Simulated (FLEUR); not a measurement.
## free Ni(111) film, 1 layer: parallel and opposed starts

Aim: find out whether free Ni(111) film, 1 layer carries moments, and which collinear order costs least.

Program: FLEUR MaX-R8.1. Level of theory: PBE; all-electron FLAPW film, Dirac cores, scalar-relativistic bands. Results are calculated unless marked as measured.

Report form: the programs' logs are mostly left out.

**1. Starting point**

The cell holds 1 atom: 1 Ni. Cell: a = 2.492 Å, b = 2.492 Å, c = 14.000 Å, α = 90.0°, β = 90.0°, γ = 120.0°. Layers at typed spacings, unrelaxed. Vacuum lies along c.

As a file:

```
Ni
1.0
     2.49170    0.00000    0.00000
    -1.24585    2.15788    0.00000
     0.00000    0.00000   14.00000
Ni
1
Direct
  0.00000 0.00000 0.50000
```

It is built of layers of Ni (space group 225).

**2. Start 1: ferro +**

The parallel start comes first: it shows whether parallel moments hold.

inpgen writes inp.xml from crystal.txt; cutoffs, mixing, functional, smearing and local orbitals are then set in the file. The k list default-1 (kpts.xml, not shown) is a Γ-centred 18×18×1 mesh; where the ranks do not divide the number of points, some are split in two of half the weight.

Input file inp.xml:

```
<?xml version="1.0" encoding="UTF-8" standalone="no"?>
<fleurInput fleurInputVersion="0.39">
   <comment>
      Ni
   </comment>
   <calculationSetup>
      <cutoffs Kmax="3.66" Gmax="11.0" GmaxXC="11.0" numbands="0"/>
      <scfLoop itmax="120" minDistance="0.00002" maxIterBroyd="15" imix="Anderson" alpha="0.03" precondParam="0.0" spinf="2.0" sdNocoIR="T"/>
      <coreElectrons ctail="T" frcor="F" kcrel="1" coretail_lmax="0"/>
      <xcFunctional name="pbe" relativisticCorrections="F"/>
      <magnetism jspins="2"/>
      <soc l_soc="F" theta="0.0" phi="0.0" spav="F"/>
      <expertModes spex="0" secvar="F"/>
      <geometryOptimization l_f="F" forcealpha="1.0" forcemix="BFGS" epsdisp="0.00001" epsforce="0.00001"/>
      <ldaU l_linMix="F" mixParam="0.05" spinf="1.0"/>
   </calculationSetup>
   <cell>
      <bzIntegration valenceElectrons="18.0" mode="hist" fermiSmearingEnergy="0.00183747">
         <kPointListSelection listName="default-1"/>
         <xi:include xmlns:xi="http://www.w3.org/2001/XInclude" href="kpts.xml"> </xi:include>
      </bzIntegration>
      <xi:include xmlns:xi="http://www.w3.org/2001/XInclude" href="sym.xml"> </xi:include>
      <filmLattice scale="1.0" dVac="5.28" dTilda="7.78">
         <bravaisMatrixFilm>
            <row-1>    4.7086300406703598     0.0000001262337051</row-1>
            <row-2>   -2.3543151296652853     4.0777931691130949</row-2>
         </bravaisMatrixFilm>
         <vacuumEnergyParameters vacuum="1" spinUp="-.25" spinDown="-.25"/>
      </filmLattice>
   </cell>
   <atomSpecies>
      <species name="Nickel (Ni1.000" element="Ni" atomicNumber="28">
         <mtSphere radius="2.24" gridPoints="741" logIncrement="0.016"/>
         <atomicCutoffs lmax="8" lnonsphr="6"/>
         <electronConfig flipSpins="F">
            <coreConfig>(1s1/2) (2s1/2) (2p1/2) (2p3/2)</coreConfig>
            <valenceConfig>(3s1/2) (3p1/2) (3p3/2) (4s1/2) (3d3/2) (3d5/2)</valenceConfig>
            <stateOccupation state="(3d3/2)" spinUp="1.6" spinDown="1.6"/>
            <stateOccupation state="(3d5/2)" spinUp="2.9" spinDown="1.9"/>
         </electronConfig>
         <energyParameters s="4" p="4" d="3" f="4"/>
         <lo type="SCLO" l="0" n="3" eDeriv="0"/>
         <lo type="SCLO" l="1" n="3" eDeriv="0"/>
      </species>
   </atomSpecies>
   <atomGroups>
      <atomGroup species="Nickel (Ni1.000">
         <filmPos label="                   1">.0000000000 .0000000000 .0000000000</filmPos>
         <force calculate="T" relaxXYZ="TTT"/>
      </atomGroup>
   </atomGroups>
   <output dos="F" band="F" slice="F">
      <bandDOS minEnergy="-.5*Htr" maxEnergy="0.5*Htr" sigma="0.015" storeEVData="T"/>
      <plotting iplot="0" polar="F">
         <plot TwoD="T" vec1="  1.0  0.0  0.0" vec2="  0.0  1.0  0.0" vec3="  0.0  0.0  1.0" zero="  0.0  0.0 -0.5" file="plot"/>
      </plotting>
      <moessbauerParams electricFieldGradient="F" isomerShift="T" coreHyperfine="T" valenceHyperfine="T"/>
   </output>
</fleurInput>
```

Input file crystal.txt:

```
Ni
&input film=T cartesian=F /
2.49169971213  0.00000006680  0.00000000000
-1.24584991392  2.15787521590  0.00000000000
0.00000000000  0.00000000000  1.00000000000
1.8897261246
1.0 1.0 1.0

1
28 0.00000000000  0.00000000000  0.00000000000 : 1.000

&kpt div1=18 div2=18 div3=1 gamma=T /
```

Command:

```bash
$ OMP_NUM_THREADS=1 inpgen -f crystal.txt > inpgen.log  # inp.xml is then edited as shown
$ OMP_NUM_THREADS=1 mpirun -n 4 fleur_MPI > fleur.log
```

Wall time 22 s (4 MPI ranks of Arm Neoverse N1, shared host); peak memory 0.19 GiB.

Read from the output:

* free energy: -41382.6488 eV
* program's band gap on this mesh (in a metal only a level spacing): 0.02352 eV
* magnetization: 0.7921 μB
* final state: ferromagnetic
* largest moment: 0.8648 μB

After 24 cycles the largest moment stands at 0.865 μB.

**3. Start 2: antiferro q=(0,1/2,0) +-**

Another pattern of signs weighs the neighbour shells otherwise.

The cell is doubled to 2 atoms to hold this order. The mesh is halved along the doubled vector, so that both cells sample the same points. The k list default-1 (kpts.xml, not shown) is a Γ-centred 18×9×1 mesh.

Edit inp.xml of step 2 so:

```diff
@@ -17,3 +17,3 @@
    <cell>
-      <bzIntegration valenceElectrons="18.0" mode="hist" fermiSmearingEnergy="0.00183747">
+      <bzIntegration valenceElectrons="36.0" mode="hist" fermiSmearingEnergy="0.00183747">
          <kPointListSelection listName="default-1"/>
@@ -24,4 +24,4 @@
          <bravaisMatrixFilm>
-            <row-1>    4.7086300406703598     0.0000001262337051</row-1>
-            <row-2>   -2.3543151296652853     4.0777931691130949</row-2>
+            <row-1>    4.7086305846658192     0.0000000000000000</row-1>
+            <row-2>   -4.7086305846658192     8.1555855222424505</row-2>
          </bravaisMatrixFilm>
@@ -44,2 +44,15 @@
       </species>
+      <species name="Nickel (Ni-1.000" element="Ni" atomicNumber="28">
+         <mtSphere radius="2.24" gridPoints="741" logIncrement="0.016"/>
+         <atomicCutoffs lmax="8" lnonsphr="6"/>
+         <electronConfig flipSpins="F">
+            <coreConfig>(1s1/2) (2s1/2) (2p1/2) (2p3/2)</coreConfig>
+            <valenceConfig>(3s1/2) (3p1/2) (3p3/2) (4s1/2) (3d3/2) (3d5/2)</valenceConfig>
+            <stateOccupation state="(3d3/2)" spinUp="1.6" spinDown="1.6"/>
+            <stateOccupation state="(3d5/2)" spinUp="1.9" spinDown="2.9"/>
+         </electronConfig>
+         <energyParameters s="4" p="4" d="3" f="4"/>
+         <lo type="SCLO" l="0" n="3" eDeriv="0"/>
+         <lo type="SCLO" l="1" n="3" eDeriv="0"/>
+      </species>
    </atomSpecies>
@@ -48,2 +61,6 @@
          <filmPos label="                   1">.0000000000 .0000000000 .0000000000</filmPos>
+         <force calculate="T" relaxXYZ="TTT"/>
+      </atomGroup>
+      <atomGroup species="Nickel (Ni-1.000">
+         <filmPos label="                   2">.0000000000 1.000/2.000 .0000000000</filmPos>
          <force calculate="T" relaxXYZ="TTT"/>
```

Input file crystal.txt:

```
Ni
&input film=T cartesian=F /
2.49170000000  0.00000000000  0.00000000000
-2.49170000000  4.31575000000  0.00000000000
0.00000000000  0.00000000000  1.00000000000
1.8897261246
1.0 1.0 1.0

2
28 0.00000000000  0.00000000000  0.00000000000 : 1.000
28 0.00000000000  0.50000000000  0.00000000000 : -1.000

&kpt div1=18 div2=9 div3=1 gamma=T /
```

Run time: 2.3 min. Hardware: 4 MPI ranks; peak memory 0.41 GiB; 9.2 min of CPU time.

This step gave:

```yaml
free_energy: -82765.1103 eV
program_s_band_gap_on_this_mesh_in_a_metal_only_a_level_spacing: 8.13e-4 eV
magnetization: 0 μB
final_state: antiferromagnetic
largest_moment: 0.5060 μB
```

It lies 93.6 meV a seeded atom over the first start, and its largest moment is 0.506 μB against 0.865 μB.

**4. Order 3, typed as no spin polarisation**

Without spin polarisation no moment can form, so the difference from the other runs is what forming moments gains.

The k list default-1 (kpts.xml, not shown) is a Γ-centred 18×18×1 mesh.

Input file inp.xml:

```
<?xml version="1.0" encoding="UTF-8" standalone="no"?>
<fleurInput fleurInputVersion="0.39">
   <comment>
      Ni
   </comment>
   <calculationSetup>
      <cutoffs Kmax="3.66" Gmax="11.0" GmaxXC="11.0" numbands="0"/>
      <scfLoop itmax="120" minDistance="0.00002" maxIterBroyd="15" imix="Anderson" alpha="0.03" precondParam="0.0" spinf="2.0" sdNocoIR="T"/>
      <coreElectrons ctail="T" frcor="F" kcrel="1" coretail_lmax="0"/>
      <xcFunctional name="pbe" relativisticCorrections="F"/>
      <magnetism jspins="1"/>
      <soc l_soc="F" theta="0.0" phi="0.0" spav="F"/>
      <expertModes spex="0" secvar="F"/>
      <geometryOptimization l_f="F" forcealpha="1.0" forcemix="BFGS" epsdisp="0.00001" epsforce="0.00001"/>
      <ldaU l_linMix="F" mixParam="0.05" spinf="1.0"/>
   </calculationSetup>
   <cell>
      <bzIntegration valenceElectrons="18.0" mode="hist" fermiSmearingEnergy="0.00183747">
         <kPointListSelection listName="default-1"/>
         <xi:include xmlns:xi="http://www.w3.org/2001/XInclude" href="kpts.xml"> </xi:include>
      </bzIntegration>
      <xi:include xmlns:xi="http://www.w3.org/2001/XInclude" href="sym.xml"> </xi:include>
      <filmLattice scale="1.0" dVac="5.28" dTilda="7.78">
         <bravaisMatrixFilm>
            <row-1>    4.7086300406703598     0.0000001262337051</row-1>
            <row-2>   -2.3543151296652853     4.0777931691130949</row-2>
         </bravaisMatrixFilm>
         <vacuumEnergyParameters vacuum="1" spinUp="-.25" spinDown="-.25"/>
      </filmLattice>
   </cell>
   <atomSpecies>
      <species name="Nickel (Ni)" element="Ni" atomicNumber="28">
         <mtSphere radius="2.24" gridPoints="741" logIncrement="0.016"/>
         <atomicCutoffs lmax="8" lnonsphr="6"/>
         <electronConfig flipSpins="F">
            <coreConfig>(1s1/2) (2s1/2) (2p1/2) (2p3/2)</coreConfig>
            <valenceConfig>(3s1/2) (3p1/2) (3p3/2) (4s1/2) (3d3/2) (3d5/2)</valenceConfig>
            <stateOccupation state="(3d3/2)" spinUp="1.600000" spinDown="1.600000"/>
            <stateOccupation state="(3d5/2)" spinUp="2.400000" spinDown="2.400000"/>
         </electronConfig>
         <energyParameters s="4" p="4" d="3" f="4"/>
         <lo type="SCLO" l="0" n="3" eDeriv="0"/>
         <lo type="SCLO" l="1" n="3" eDeriv="0"/>
      </species>
   </atomSpecies>
   <atomGroups>
      <atomGroup species="Nickel (Ni)">
         <filmPos label="                   1">.0000000000 .0000000000 .0000000000</filmPos>
         <force calculate="T" relaxXYZ="TTT"/>
      </atomGroup>
   </atomGroups>
   <output dos="F" band="F" slice="F">
      <bandDOS minEnergy="-.5*Htr" maxEnergy="0.5*Htr" sigma="0.015" storeEVData="T"/>
      <plotting iplot="0" polar="F">
         <plot TwoD="T" vec1="  1.0  0.0  0.0" vec2="  0.0  1.0  0.0" vec3="  0.0  0.0  1.0" zero="  0.0  0.0 -0.5" file="plot"/>
      </plotting>
      <moessbauerParams electricFieldGradient="F" isomerShift="T" coreHyperfine="T" valenceHyperfine="T"/>
   </output>
</fleurInput>
```

Input file crystal.txt:

```
Ni
&input film=T cartesian=F /
2.49169971213  0.00000006680  0.00000000000
-1.24584991392  2.15787521590  0.00000000000
0.00000000000  0.00000000000  1.00000000000
1.8897261246
1.0 1.0 1.0

1
28 0.00000000000  0.00000000000  0.00000000000

&kpt div1=18 div2=18 div3=1 gamma=T /
```

Wall time 13 s (4 MPI ranks); peak memory 0.17 GiB; 52 s of CPU time.

Read from the output:

* free energy: -41382.5264 eV
* program's band gap on this mesh (in a metal only a level spacing): 0.002400 eV
* final state: non-magnetic (no spin polarisation)

It lies 122 meV a seeded atom over the first start.

**5. Ranking**

Free energies are divided by the number of seeded atoms, so that cells of unlike size compare. Wavevectors q in the names are fractions of the primitive cell's reciprocal vectors.

Orders:

| start | final state | typed order kept | energy over the lowest (meV a seeded atom) | largest sphere moment (μB) | net moment (μB a primitive cell) | mesh matched | CPU time (s) |
| --- | --- | --- | --- | --- | --- | --- | --- |
| ferro + | ferromagnetic | yes | 0 | 0.8648 | 0.7921 | yes | 87.91 |
| antiferro q=(0,1/2,0) +- | antiferromagnetic | yes | 93.64 | 0.506 | 0 | yes | 550.2 |
| no spin polarisation | non-magnetic | - | 122.4 | 0 | 0 | yes | 52.25 |

**6. Spin–orbit coupling, moments along z**

Spin–orbit coupling ties the spins to the lattice and lets orbital moments form.

A new self-consistent run of the start ferro +, with the moments along z.

Edit inp.xml of step 2 so:

```diff
@@ -6,3 +6,3 @@
    <calculationSetup>
-      <cutoffs Kmax="3.66" Gmax="11.0" GmaxXC="11.0" numbands="0"/>
+      <cutoffs Kmax="3.66" Gmax="11.0" GmaxXC="11.0" numbands="38"/>
       <scfLoop itmax="120" minDistance="0.00002" maxIterBroyd="15" imix="Anderson" alpha="0.03" precondParam="0.0" spinf="2.0" sdNocoIR="T"/>
@@ -11,3 +11,3 @@
       <magnetism jspins="2"/>
-      <soc l_soc="F" theta="0.0" phi="0.0" spav="F"/>
+      <soc l_soc="T" theta="0.0" phi="0.0" spav="F"/>
       <expertModes spex="0" secvar="F"/>
```

Edit crystal.txt of step 2 so:

```diff
@@ -11,2 +11,3 @@
 
+&soc 0.0000000 0.0000000 /
 &kpt div1=18 div2=18 div3=1 gamma=T /
```

The job ended after 32 s (4 MPI ranks; peak memory 0.22 GiB).

This step gave:

- free energy: -41382.6733 eV
- program's band gap on this mesh (in a metal only a level spacing): 0 eV
- magnetization: 0.7873 μB
- final state: ferromagnetic
- largest moment: 0.8588 μB
- orbital moment along the spin: 0.07064 μB

Orbital moment in the sphere, along the spin axis by atom:

| atom | orbital moment in the sphere, along the spin axis (μB) |
| --- | --- |
| Ni1 | 0.0706 |

Fields along z, the direction of positive moments; semicore shells count as valence. Hyperfine fields at the nuclei:

| atom | core contact (T) | valence contact (T) | dipolar (T) | orbital (T) | sum (T) | density at the nucleus (e/bohr³) |
| --- | --- | --- | --- | --- | --- | --- |
| Ni1 | -26.46 | 9.295 | 0.5921 | 6.045 | -10.52 | 19692 |

**7. Summary of results**

```
lowest state found                                                          : ferromagnetic (typed ferro +)
largest site spin moment                                                    : 0.865 μB
next finished state                                                         : antiferromagnetic, 93.6 meV a seeded atom higher
energy gained by spin polarisation                                          : 122 meV a seeded atom
hyperfine field at Ni1, along its moment                                    : -10.5 T
orbital moment on the atom of largest spin, along its spin (spin–orbit run) : 0.0706 μB
```

**Reading.** The lowest state found is ferromagnetic, reached from the start ferro +, with moments up to 0.865 μB. The next finished state costs 94 meV a seeded atom. At Ni1 the core shells give -26.5 T and the valence and semicore s states 9.30 T along the moment, -20.0 T per μB together; orbital and dipolar parts add 6.6 T. Semilocal functionals tend to give too weak a core polarisation. The orbital moment is parallel to the spin, as Hund's third rule has it for a shell over half filled. Only 3 starts were tried; other patterns of signs, canted and longer-period orders were not.

[Logs and program files are shortened in this print: banners, set-up blocks, solver, clock and traceback lines can be left out without a mark of their own.]

[Logs are printed without paths, hosts, clocks, repeated set-up lines and the standing remarks that a program may print on its own settings, such as how far it seeks lower states.]

[Hosts, paths, dates, database ids (printed as entryN), source tags and the programs' standing remarks are cut or masked in the printed files.]

[Where a cell is said to come from a database of computed structures, the database is the Materials Project.]
